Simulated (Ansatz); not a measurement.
# Cutoff, mesh or smearing: what limits a work function? Na(111), Sr(111), Nb(100), Re(0001), Ir(110) and Au(100)

One slab of each metal is run with one setting changed at a time. Which setting moves the work function most, and which can be cut?

How it was computed: Ansatz 0.2.0, plane waves with PAW datasets (its set soft_2), PBE; unrelaxed symmetric slabs of 7 layers (11 for bcc (111)), 18 Å of vacuum. The reference has 420 eV, the mesh listed and Fermi-Dirac smearing of 0.1 eV; the other columns give the change in eV.

What came out:

```tsv
face	mesh	reference (eV)	300 eV	600 eV	mesh × 1/3	mesh × 2/3	mesh × 3/2	Gaussian 0.05	cold 0.1	Methfessel-Paxton 0.2	Fermi-Dirac 0.3
Na(111)	8×8	2.582	0.000	0.000	+0.108	+0.030	0.000	−0.044	−0.035	−0.048	+0.177
Sr(111)	11×11	2.708	0.000	0.000	−0.023	−0.004	0.000	−0.097	−0.098	−0.071	+0.278
Nb(100)	12×12	3.723	+0.001	0.000	+0.007	+0.003	+0.002	+0.012	−0.002	+0.004	+0.069
Re(0001)	17×17	5.030	−0.001	0.000	−0.028	+0.022	0.000	+0.001	0.000	−0.001	+0.011
Ir(110)	11×15	5.031	+0.009	0.000	−0.004	+0.003	−0.002	+0.021	+0.021	+0.007	+0.017
Au(100)	14×14	5.072	+0.001	0.000	+0.023	+0.027	+0.012	−0.030	−0.023	−0.012	+0.041
```

**Answer.** The largest change of a row comes from the hot smearing on 4 faces, from the coarsest mesh on 1 and from another setting on 1. Runs at 200 eV and on a still coarser mesh, made as deliberately poor settings, are not listed. 600 eV moves no value by more than 0.001 eV, and 300 eV none by more than 0.009 eV. A mesh with a third of the points along each axis is off by up to 0.11 eV (Na(111)) and two thirds by up to 0.030 eV; three halves still move Au(100) by 0.012 eV, so the reference mesh is not converged beyond that. The three narrow or corrected schemes, nearer to zero temperature, lie −0.09 to +0.02 eV from the reference on average: on Sr(111) they agree with each other, so the reference's own smearing of 0.1 eV is an error there, larger than that of cutoff or of the two finer meshes. Fermi-Dirac smearing of 0.3 eV, an electron temperature near 3,500 K, moves Sr(111) by 0.28 eV.

**Limits.** Where those three schemes disagree, their widths or the mesh may be the cause; they were not run on a finer mesh. One setting changes at a time, and errors need not add; the faces are unrelaxed and unreconstructed. The table is a selection: not every member that was run is listed.

[Logs are printed without paths, hosts, clocks, repeated set-up lines and the standing remarks that a program may print on its own settings, such as how far it seeks lower states.]
